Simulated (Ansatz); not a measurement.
## NaBr6N: relaxing a made-up structure

This structure for NaBr6N is made up. Its elements were placed in a known structure type with a cell scaled to their sizes. What cell does the guess relax to, and how far off was it?

Program: Ansatz 0.2.0. Level of theory: DFT, PBEsol, plane-wave PAW, files of the set soft_1, scalar-relativistic, no spin, cell and ions relaxed at zero pressure; PAW set soft_1. Results are calculated unless marked as measured.

## (1) Set-up

It takes space group R-3m (No. 166, trigonal). Conventional cell: a = 9.120 Å, b = 9.120 Å, c = 9.140 Å, α = 90.00°, β = 90.00°, γ = 120.00°. Nearest to Br lie 1 N at 2.22 Å and 2 Na at 3.53 to 3.63 Å. Nearest to Na lie 12 Br at 3.53 to 3.63 Å. Nearest to N lie 6 Br at 2.22 Å. Farther neighbours and most contacts between anions are not listed.

## (2) Relaxing cell and atoms

The guessed cell has no reason to be at equilibrium. It is relaxed with the atoms, within the space group of the guess.

Input file input.yaml:

```yaml
crystal:
  lattice:
    - [4.56, 2.632717228, 3.046666667]
    - [-4.56, 2.632717228, 3.046666667]
    - [0.0, -5.265434455, 3.046666667]
  atoms:
    - { symbol: Br, position: [0.7387, 0.0679, 0.7387] }
    - { symbol: Br, position: [0.7387, 0.7387, 0.0679] }
    - { symbol: Br, position: [0.0679, 0.7387, 0.7387] }
    - { symbol: Br, position: [0.2613, 0.9321, 0.2613] }
    - { symbol: Br, position: [0.9321, 0.2613, 0.2613] }
    - { symbol: Br, position: [0.2613, 0.2613, 0.9321] }
    - { symbol: Na, position: [0.5, 0.5, 0.5] }
    - { symbol: "N", position: [0.0, 0.0, 0.0] }
kpoints:
  mp_grid: { grid: [5, 5, 5] }
scf:
  occupations: { method: fermi_dirac, width: 0.05 }
hamiltonian:
  xc: pbesol
  pseudopotentials: { kind: paw, azcp: { folder: soft_1 }, xc_functional: pbe }
relax:
  f_tol: 0.015
  max_steps: 70
  cell: {}
output:
  forces: true
  stress: true
```

The run is started by

```console
$ ansatz run input.yaml --threads 4 --pin off --max-ram 10240MiB --backend cpu --events-out ev --progress --plain --runs-dir out
```

Numbers of over 12 decimals in the logs are rounded to 6 here.

Log:

```text
Engine: ansatz 0.2.0, aarch64-unknown-linux-gnu
Pseudopotentials: kind: paw
Pseudopotential: Br, paw, valence charge 7, recommended cutoff 420 eV (normal), soft_1/Br.paw.azcp
Pseudopotential: Na, paw, valence charge 9, recommended cutoff 420 eV (normal), soft_1/Na.paw.azcp
Pseudopotential: N, paw, valence charge 5, recommended cutoff 420 eV (normal), soft_1/N.paw.azcp
Functional definition: PBEsol
  exchange = pbesol_x
  correlation = pbesol_c
Crystal: 8 atoms, lattice volume = 219.455 Å³
Basis set: ecut = 420 eV, 4289 PW (Γ), exchange–correlation on 90×90×90 points (8 copies of the dense FFT grid, shifted against one another)
Bands: 36, of which v1, the nominal top of the filled ones, is band 28 counted from 1 (27 counted from 0)
Symmetry: 12 space group operations
Space group: R-3m (ITA 166), of the structure as read, at distance tolerance 6.0e-5 Å
k-points: 19 of 125
Non-local potential: Br, projectors of the file, l = 0: 2, l = 1: 2, l = 2: 2
Non-local potential: Na, projectors of the file, l = 0: 3, l = 1: 2, l = 2: 1
Non-local potential: N, projectors of the file, l = 0: 2, l = 1: 2, l = 2: 1
PAW form: soft (Blöchl's): semilocal exchange-correlation on the pseudo side does not see the compensation charge
PAW frozen core: Br, regenerated for the run's functional, and the local potential with it (the file was generated under x = pbe(κ = 0.804, μ = 0.219515), c = pbe(β = 0.066725))
PAW frozen core: Na, regenerated for the run's functional, and the local potential with it (the file was generated under x = pbe(κ = 0.804, μ = 0.219515), c = pbe(β = 0.066725))
PAW frozen core: N, regenerated for the run's functional, and the local potential with it (the file was generated under x = pbe(κ = 0.804, μ = 0.219515), c = pbe(β = 0.066725))
PAW one-centre angular grid: Br, 110 points (default); XC on 64 Gauss nodes
PAW one-centre angular grid: Na, 110 points (default); XC on 64 Gauss nodes
PAW one-centre angular grid: N, 110 points (default); XC on 64 Gauss nodes
Initial density: superposition of atomic densities (chi_scale 0.1, normalization cell, long waves kept (reshape's long-wave potential 0.07 eV rms))
Initial wavefunctions: pseudopotential atomic-orbital guess
Functional: x = pbesol(κ = 0.804, μ = 0.123457), c = pbesol(β = 0.046)
SCF iter   1: F=—  HF=-18272.841939 eV  |F-HF|=—  |Δ(HF+E_count)|=         —  Δρ=4.85e-2  dr2=9.07e0  ethr=3.10e-3  ⟨swp⟩=6.3  Hψ=2787  notcnv=0  defer=2
preconditioner: auto → Kerker (q_TF=auto, 2.173 Å⁻¹)  [metal: Δε(μ)=0.021 eV  Ē_g=9.305 eV  σ=0.050 eV  W_gap=0.11  n_scr=32 (ndim 8)  ℏωp=17.4 eV  f_vac=0.001  D(μ)=9.72/eV (n_scr^D=80)]
SCF iter   2: F=—  HF=-18271.152443 eV  |F-HF|=—  |Δ(HF+E_count)|=    1.69e0  Δρ=2.32e-2  dr2=3.24e0  ethr=3.10e-3  ⟨swp⟩=3.0  Hψ=1482  notcnv=0  defer=57
SCF iter   3: F=—  HF=-18270.297394 eV  |F-HF|=—  |Δ(HF+E_count)|=   8.55e-1  Δρ=5.61e-3  dr2=3.00e-1  ethr=3.10e-3  ⟨swp⟩=3.0  Hψ=1299  notcnv=0  defer=57
SCF iter   4: F=—  HF=-18270.171693 eV  |F-HF|=—  |Δ(HF+E_count)|=   1.26e-1  Δρ=2.93e-3  dr2=6.24e-2  ethr=5.36e-4  ⟨swp⟩=3.2  Hψ=1343  notcnv=0  defer=56
SCF iter   5: F=—  HF=-18270.150877 eV  |F-HF|=—  |Δ(HF+E_count)|=   2.08e-2  Δρ=1.08e-3  dr2=7.14e-3  ethr=1.11e-4  ⟨swp⟩=2.2  Hψ=1002  notcnv=0  defer=56
SCF iter   6: F=—  HF=-18270.153132 eV  |F-HF|=—  |Δ(HF+E_count)|=   2.26e-3  Δρ=3.74e-4  dr2=6.05e-4  ethr=1.28e-5  ⟨swp⟩=2.0  Hψ=1238  notcnv=0  defer=56
SCF iter   7: F=—  HF=-18270.153449 eV  |F-HF|=—  |Δ(HF+E_count)|=   3.16e-4  Δρ=1.60e-4  dr2=6.15e-5  ethr=1.08e-6  ⟨swp⟩=2.0  Hψ=1134  notcnv=0  defer=56
SCF iter   8: F=—  HF=-18270.153385 eV  |F-HF|=—  |Δ(HF+E_count)|=   6.34e-5  Δρ=3.89e-5  dr2=4.26e-6  ethr=1.10e-7  ⟨swp⟩=2.2  Hψ=1057  notcnv=0  defer=56
SCF iter   9: F=—  HF=-18270.153389 eV  |F-HF|=—  |Δ(HF+E_count)|=   3.76e-6  Δρ=8.82e-6  dr2=2.79e-7  ethr=7.60e-9  ⟨swp⟩=2.0  Hψ=1137  notcnv=0  defer=56
SCF iter  10: F=-18270.153389 eV  HF=-18270.153389 eV  |F-HF|=1.25e-8  |Δ(HF+E_count)|=   2.26e-7  Δρ=2.29e-6  dr2=2.38e-8  ethr=1.79e-10  ⟨swp⟩=4.6  Hψ=2389  notcnv=0
SCF 1 converged in 10 iterations: F = -18270.153389 eV  dr2 = 2.38e-8
  greatest PAW one-centre occupation: 0.999 electrons in one spin orbital (limit 2), on the Na atom at site 6 (counted from 0), in its partial waves of l = 0
relax step   1: F+E_penalty+E_count = -18270.15338918 eV  Δ(F+E_penalty+E_count) = +0.000e0 eV  max|allowed force component| = 1.049e0 eV/Å  Δτ_max = 0.0000 Å  P = +1.354 GPa  Ω = 219.455 Å³  (10 SCF iters, dr2 threshold 1.00e-7 eV, accepted)
Crystal: 8 atoms, lattice volume = 205.338 Å³
Basis set: ecut = 420 eV, 3951 PW (Γ), exchange–correlation on 90×90×90 points (8 copies of the dense FFT grid, shifted against one another)
Initial density: handed on by an earlier stage of this run
Initial wavefunctions: those handed on with the density
iter 1 solved again at ethr=2.66e-4 eV; its pass at ethr=3.10e-3 eV (dr2=1.49e-1 eV) is discarded
SCF iter   1: F=—  HF=-18270.734017 eV  |F-HF|=—  |Δ(HF+E_count)|=         —  Δρ=9.16e-3  dr2=1.49e-1  ethr=2.66e-4  ⟨swp⟩=2.2  Hψ=3924  notcnv=0
preconditioner: auto → Kerker (q_TF=auto, 2.197 Å⁻¹)  [metal: Δε(μ)=0.039 eV  Ē_g=9.714 eV  σ=0.050 eV  W_gap=0.19  n_scr=32 (ndim 8)  ℏωp=18.0 eV  f_vac=0.001  D(μ)=8.37/eV (n_scr^D=74)]
SCF iter   2: F=—  HF=-18270.702968 eV  |F-HF|=—  |Δ(HF+E_count)|=   3.10e-2  Δρ=4.87e-3  dr2=5.30e-2  ethr=2.65e-4  ⟨swp⟩=2.0  Hψ=747  notcnv=0
SCF iter   3: F=—  HF=-18270.686779 eV  |F-HF|=—  |Δ(HF+E_count)|=   1.62e-2  Δρ=8.55e-4  dr2=5.73e-3  ethr=9.46e-5  ⟨swp⟩=3.1  Hψ=1278  notcnv=0
SCF iter   4: F=—  HF=-18270.685105 eV  |F-HF|=—  |Δ(HF+E_count)|=   1.67e-3  Δρ=5.38e-4  dr2=1.45e-3  ethr=1.02e-5  ⟨swp⟩=2.0  Hψ=1344  notcnv=0
SCF iter   5: F=—  HF=-18270.684611 eV  |F-HF|=—  |Δ(HF+E_count)|=   4.94e-4  Δρ=1.98e-4  dr2=1.66e-4  ethr=2.58e-6  ⟨swp⟩=2.1  Hψ=802  notcnv=0
SCF iter   6: F=—  HF=-18270.684518 eV  |F-HF|=—  |Δ(HF+E_count)|=   9.34e-5  Δρ=4.82e-5  dr2=6.51e-6  ethr=2.96e-7  ⟨swp⟩=2.1  Hψ=1124  notcnv=0
SCF iter   7: F=-18270.684524 eV  HF=-18270.684523 eV  |F-HF|=5.07e-7  |Δ(HF+E_count)|=   5.53e-6  Δρ=1.26e-5  dr2=4.49e-7  ethr=1.43e-9  ⟨swp⟩=3.7  Hψ=2890  notcnv=0
SCF 2 converged in 7 iterations: F = -18270.684524 eV  dr2 = 4.49e-7
relax step   2: F+E_penalty+E_count = -18270.68452365 eV  Δ(F+E_penalty+E_count) = -5.311e-1 eV  max|allowed force component| = 1.576e-1 eV/Å  Δτ_max = 0.1838 Å  P = -1.151 GPa  Ω = 205.338 Å³  energy of the carried Pulay correction = +2.599e-3 eV  (7 SCF iters, dr2 threshold 8.00e-7 eV, accepted)
Crystal: 8 atoms, lattice volume = 188.629 Å³
[...]
relax step   5: F+E_penalty+E_count = -18271.08912482 eV  Δ(F+E_penalty+E_count) = -2.342e-1 eV  max|allowed force component| = 3.029e-1 eV/Å  Δτ_max = 0.1861 Å  P = +0.835 GPa  Ω = 184.637 Å³  energy of the carried Pulay correction = +6.738e-3 eV  (8 SCF iters, dr2 threshold 8.00e-7 eV, accepted)
relax step   6: F+E_penalty+E_count = -18271.32583418 eV  Δ(F+E_penalty+E_count) = -2.367e-1 eV  max|allowed force component| = 2.567e-1 eV/Å  Δτ_max = 0.1176 Å  P = +2.751 GPa  Ω = 179.709 Å³  energy of the carried Pulay correction = +7.788e-3 eV  (8 SCF iters, dr2 threshold 8.00e-7 eV, accepted)
relax step   7: F+E_penalty+E_count = -18271.61983246 eV  Δ(F+E_penalty+E_count) = -2.940e-1 eV  max|allowed force component| = 5.273e-1 eV/Å  Δτ_max = 0.0487 Å  P = +1.289 GPa  Ω = 187.708 Å³  energy of the carried Pulay correction = +6.098e-3 eV  (7 SCF iters, dr2 threshold 8.00e-7 eV, accepted)
relax step   8: F+E_penalty+E_count = -18271.77419619 eV  Δ(F+E_penalty+E_count) = -1.544e-1 eV  max|allowed force component| = 1.562e-1 eV/Å  Δτ_max = 0.0951 Å  P = -0.746 GPa  Ω = 196.317 Å³  energy of the carried Pulay correction = +4.352e-3 eV  (7 SCF iters, dr2 threshold 8.00e-7 eV, accepted)
relax step   9: F+E_penalty+E_count = -18271.45467626 eV  Δ(F+E_penalty+E_count) = +3.195e-1 eV  max|allowed force component| = 4.572e-1 eV/Å  Δτ_max = 0.1966 Å  P = +1.310 GPa  Ω = 182.758 Å³  energy of the carried Pulay correction = +7.136e-3 eV  (7 SCF iters, dr2 threshold 8.00e-7 eV, rejected (line search))
relax step  10: F+E_penalty+E_count = -18271.79618678 eV  Δ(F+E_penalty+E_count) = -2.199e-2 eV  max|allowed force component| = 8.949e-3 eV/Å  Δτ_max = 0.0249 Å  P = -0.013 GPa  Ω = 192.902 Å³  energy of the carried Pulay correction = +5.036e-3 eV  (11 SCF iters, accepted)
relax step  11: F+E_penalty+E_count = -18271.79631098 eV  Δ(F+E_penalty+E_count) = -1.242e-4 eV  max|allowed force component| = 2.431e-3 eV/Å  Δτ_max = 0.0014 Å  P = -0.005 GPa  Ω = 192.910 Å³  energy of the carried Pulay correction = +5.034e-3 eV  (6 SCF iters, dr2 threshold 1.11e-8 eV, accepted)
relax step  12: F+E_penalty+E_count = -18271.80870117 eV  Δ(F+E_penalty+E_count) = -1.239e-2 eV  max|allowed force component| = 2.689e-3 eV/Å  Δτ_max = 0.0000 Å  P = +0.093 GPa  Ω = 192.910 Å³  stress off target by 1.66e-1 GPa  SCF on the basis re-selected at this cell (its energy is not comparable with the rows above)  (6 SCF iters)
relax step  13: F+E_penalty+E_count = -18271.80932200 eV  Δ(F+E_penalty+E_count) = -6.208e-4 eV  max|allowed force component| = 1.601e-2 eV/Å  Δτ_max = 0.0060 Å  P = -0.075 GPa  Ω = 194.206 Å³  energy of the carried Pulay correction = -2.838e-4 eV  (6 SCF iters, dr2 threshold 6.86e-8 eV, accepted)
relax step  14: F+E_penalty+E_count = -18271.80970465 eV  Δ(F+E_penalty+E_count) = -3.826e-4 eV  max|allowed force component| = 2.577e-3 eV/Å  Δτ_max = 0.0025 Å  P = +0.001 GPa  Ω = 193.871 Å³  energy of the carried Pulay correction = -2.115e-4 eV  (6 SCF iters, dr2 threshold 5.43e-8 eV, accepted)
iter 1 solved again at ethr=2.76e-7 eV; its pass at ethr=3.10e-3 eV (dr2=1.54e-4 eV) is discarded
SCF iter   1: F=—  HF=-18271.809847 eV  |F-HF|=—  |Δ(HF+E_count)|=         —  Δρ=4.78e-5  dr2=1.28e-7  ethr=2.76e-7  ⟨swp⟩=3.5  Hψ=5129  notcnv=0
eigensolver tolerance schedule: the retry pair's looser diagonalisation over-reported the residual by 1203.55 of it (diagonalisation noise at 0.12 of the residual, at the tolerance the schedule requests for it); recorded, not acted on — ethr = c·dr2/N_el stays at c = 1.0e-1
preconditioner: auto → Kerker (q_TF=auto, 2.218 Å⁻¹)  [metal: Δε(μ)=0.038 eV  Ē_g=10.304 eV  σ=0.050 eV  W_gap=0.18  n_scr=42 (ndim 8)  ℏωp=18.5 eV  f_vac=0.006  D(μ)=5.60/eV (n_scr^D=42)]
SCF iter   2: F=—  HF=-18271.809925 eV  |F-HF|=—  |Δ(HF+E_count)|=   7.73e-5  Δρ=2.42e-5  dr2=3.67e-8  ethr=2.29e-10  ⟨swp⟩=2.8  Hψ=1372  notcnv=0
SCF iter   3: F=—  HF=-18271.809937 eV  |F-HF|=—  |Δ(HF+E_count)|=   1.27e-5  Δρ=1.32e-6  dr2=1.80e-9  ethr=6.56e-11  ⟨swp⟩=2.0  Hψ=1196  notcnv=0
SCF iter   4: F=—  HF=-18271.809937 eV  |F-HF|=—  |Δ(HF+E_count)|=   1.47e-8  Δρ=3.47e-7  dr2=7.08e-10  ethr=3.22e-12  ⟨swp⟩=2.0  Hψ=760  notcnv=0
SCF iter   5: F=—  HF=-18271.809937 eV  |F-HF|=—  |Δ(HF+E_count)|=  4.00e-11  Δρ=2.21e-7  dr2=2.82e-10  ethr=1.26e-12  ⟨swp⟩=2.0  Hψ=1176  notcnv=0
SCF iter   6: F=-18271.809937 eV  HF=-18271.809937 eV  |F-HF|=0.00e0  |Δ(HF+E_count)|=  1.82e-11  Δρ=1.36e-7  dr2=6.29e-11  ethr=1.00e-12  ⟨swp⟩=3.5  Hψ=2520  notcnv=0
SCF 15 converged in 6 iterations: F = -18271.809937 eV  dr2 = 6.29e-11
relax step  15: F+E_penalty+E_count = -18271.80993735 eV  Δ(F+E_penalty+E_count) = -2.327e-4 eV  max|allowed force component| = 2.629e-3 eV/Å  Δτ_max = 0.0000 Å  P = +0.003 GPa  Ω = 193.871 Å³  stress off target by 1.24e-2 GPa  SCF on the basis re-selected at this cell (its energy is not comparable with the rows above)  (6 SCF iters)
basis re-selected at this cell: Δ(F+E_penalty+E_count) = -2.327e-4 eV, ΔP = +0.002 GPa vs the last step (what re-selecting the basis moved, of the pressure what is left beyond the Pulay correction that the steps carried, after the strain that the cell walked since its last selection, with what the two solves' SCF thresholds leave and, on support functions, any second-order correction that the steps lacked; it is no m [...]
SCF converged after 6 iterations
Free energy (F): -18271.809937 eV
Harris-Foulkes:  -18271.809937 eV  (|F-HF|=0.00e0)
Internal energy: -18271.762826 eV  (E = F + TS)
E sigma→0 (E₀):  -18271.786382 eV
Entropy (-TS):   -0.047112 eV (-5.889 meV/atom)
Fermi energy:    3.717319 eV
--- Per-component energies (eV) ---
  E_band       = -310.335195
  E_kinetic    = 1013.811883
  E_local      = -2867.350698  (includes V_loc(G=0)·N_el)
  E_nonlocal   = 630.059164
  E_hartree    = 914.508256
  E_xc         = -1256.049631
  E_vxc        = -765.616955  (∫ρ·V_xc dr)
  E_paw        = -14020.349712  (= ΣΔE_a)
  E_vpaw       = -150.255618  (= ΣTr[D̂ρ^β])
  E_aug_tail   = 0.000681  (compensation charges beyond the density's cutoff)
  E_ewald      = -2687.029187
  E_core_change = 0.636418  (= ΣΔE_core)
  E_smearing   = -0.047112  (= −TS)
  E_closure    = -0.000000  (closes the sum)
  Σ components = -18271.809937   (vs F -18271.809937, Δ=0.00e0)
--- Forces (eV/Å), atoms counted from 1 ---
  atom   1  Br    -0.00227687     0.00131455     0.00191494
  atom   2  Br     0.00000000    -0.00262911     0.00191494
  atom   3  Br     0.00227687     0.00131455     0.00191494
  atom   4  Br     0.00227687    -0.00131455    -0.00191494
  atom   5  Br    -0.00227687    -0.00131455    -0.00191494
  atom   6  Br    -0.00000000     0.00262911    -0.00191494
  atom   7  Na    -0.00000000     0.00000000     0.00000000
  atom   8  N     -0.00000000    -0.00000000     0.00000000
  max |Σ_I F_I| component: 2.17e-17 eV/Å
--- Stress (GPa, compression-positive) ---
        0.010446      -0.000000       0.000000
       -0.000000       0.010446      -0.000000
        0.000000      -0.000000      -0.012370
  P = ⅓ Tr σ = 0.0028 GPa (0.028 kbar)
--- Relaxed structure (13 steps of the walk, 12 accepted, 2 SCFs on fresh bases) ---
  F+E_penalty+E_count = -18271.80993735 eV   max|allowed force component| = 2.629e-3 eV/Å   (the final SCF, on the basis selected at the relaxed cell)
  cell:  # Å, volume = 193.8710 Å³
    - [5.018892, 2.897658, 2.221808]
    - [-5.018892, 2.897658, 2.221808]
    - [0, -5.795317, 2.221808]
  atoms:
    - { symbol: Br, position: [0.690047, 0.042430, 0.690047] }
    - { symbol: Br, position: [0.690047, 0.690047, 0.042430] }
    - { symbol: Br, position: [0.042430, 0.690047, 0.690047] }
    - { symbol: Br, position: [0.309953, 0.957570, 0.309953] }
    - { symbol: Br, position: [0.957570, 0.309953, 0.309953] }
    - { symbol: Br, position: [0.309953, 0.309953, 0.957570] }
    - { symbol: Na, position: [0.5, 0.5, 0.5] }
    - { symbol: N, position: [-1.0030133767413494e-18, -5.274861081219842e-19, -2.7106730870877543e-19] }
```

Wall time 26 s (4 threads of Arm Neoverse V2, shared host); peak memory 0.77 GiB.

Relaxation path:

```csv
step,energy less that of the first step (eV),largest force component (eV/Å),pressure (GPa),volume (Å³)
1,0.0000,1.0490,1.35,219.45
2,-0.5311,0.1576,-1.15,205.34
3,-0.6557,0.1149,0.12,188.63
4,-0.7016,0.0549,0.15,187.83
5,-0.9357,0.3029,0.84,184.64
6,-1.1724,0.2567,2.75,179.71
7,-1.4664,0.5273,1.29,187.71
8,-1.6208,0.1562,-0.75,196.32
9,-1.3013,0.4572,1.31,182.76
10,-1.6428,0.0089,-0.01,192.90
11,-1.6429,0.0024,0.00,192.91
12*,-1.6553,0.0027,0.09,192.91
13,-1.6559,0.0160,-0.07,194.21
14,-1.6563,0.0026,0.00,193.87
15*,-1.6565,0.0026,0.00,193.87
```

Relaxation steps marked * repeat the geometry before them on a plane-wave basis chosen anew for their cell, so energy and pressure can jump there. Relaxation step 9 was tried and not accepted.

The run keeps the 12 symmetry operations that it works with, so distortions that break them were not tested.

```csv
cell as run,before,after,change
a (Å),6.083,6.207,+2.0 %
b (Å),6.083,6.207,+2.0 %
c (Å),6.083,6.207,+2.0 %
α (°),97.11,107.93,+11.1 %
β (°),97.11,107.93,+11.1 %
γ (°),97.11,107.93,+11.1 %
volume (Å³/atom),27.43,24.23,-11.7 %
```

The atoms that moved most (Å, as changes of fractional coordinates times the final cell):

```csv
atom,dx,dy,dz,length
Br4,0.116,-0.067,0.273,0.304
Br5,-0.116,-0.067,0.273,0.304
Br3,0.116,0.067,-0.273,0.304
Br1,-0.116,0.067,-0.273,0.304
Br6,0.000,0.134,0.273,0.304
Br2,0.000,-0.134,-0.273,0.304
```

The relaxed structure:

```xyz
8
Lattice="5.0189 2.8977 2.2218 -5.0189 2.8977 2.2218 0.0000 -5.7953 2.2218" Properties=species:S:1:pos:R:3 pbc="T T T"
Br    3.2503   -1.8766    3.1606
Br    0.0000    3.7531    3.1606
Br   -3.2503   -1.8766    3.1606
Br   -3.2503    1.8766    3.5048
Br    3.2503    1.8766    3.5048
Br    0.0000   -3.7531    3.5048
Na    0.0000    0.0000    3.3327
N     0.0000    0.0000    0.0000
```

This step gave:

```
free energy             : -18271.8099 eV
energy at zero smearing : -18271.7864 eV
smearing term TS        : 0.04711 eV
Fermi energy            : 3.717 eV
electrons               : 56
symmetry operations     : 12
pressure                : 0.002841 GPa
```

Shortest distances by pair of elements, guess and relaxed (not always the same contact):

```csv
pair,guess (Å),relaxed (Å)
Br–N,2.219,2.412
Br–Br,3.002,2.540
Br–Na,3.535,2.893
N–Na,4.570,3.333
```

The relaxation ends with a largest force component of 0.0026 eV/Å and a pressure of 0.00 GPa.

## (3) Results

| Quantity | Value |
| --- | --- |
| space group, relaxed | R-3m |
| conventional cell | a = 10.038, b = 10.038, c = 6.665 Å; α = 90.0°, β = 90.0°, γ = 120.0° |
| volume per atom | 24.23 Å³ (guess 27.43) |

NaBr6N relaxes to R-3m with a = 10.038, b = 10.038 and c = 6.665 Å. The guessed volume was 13 % too large. The space group R-3m was held in the relaxation, so the end point is a stationary structure within it and may be a saddle against distortions or other arrangements. Mesh and cutoff weren't tested. No dispersion term is used, so weakly bound directions may come out too long. Nothing here tests whether the compound is stable against decomposition.

[Logs are printed without paths, hosts, clocks, repeated set-up lines and the standing remarks that a program may print on its own settings, such as how far it seeks lower states.]

[Hosts, paths, dates, database ids (printed as entryN), source tags and the programs' standing remarks are cut or masked in the printed files.]
